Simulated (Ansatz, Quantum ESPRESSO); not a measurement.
# Are band offsets transitive? GaP, Si and ZnS

**Set-up.** Quantum ESPRESSO 7.5, LDA with GBRV files. Each pair is a 5 + 5 layer (110) superlattice with atoms on ideal cubic sites at the pair's mean lattice constant; bulk valence tops are placed on the mean potential of each half. An offset X/Y is the valence top of Y less that of X.

```
interface  a (Å)  valence offset (eV)
   GaP/Si   5.38               +0.278
   Si/ZnS  5.351               −1.292
```

To predict: What is the offset GaP/ZnS, computed at a = 5.37 Å?

**Worked estimate.** If offsets were properties of the bulk crystals alone, they would add: +0.278 + (−1.292) = −1.014 eV.

What the calculation gave: −1.000 eV; the sum misses by −0.014 eV. The rule holds within 0.05 eV. The three lattice constants differ by up to 0.5 %, so strain shifts of the valence tops enter the miss along with interface dipoles.

**Limits.** No interface relaxation, no spin-orbit coupling, thickness untested.

[Logs are printed without paths, hosts, clocks, repeated set-up lines and the standing remarks that a program may print on its own settings, such as how far it seeks lower states.]
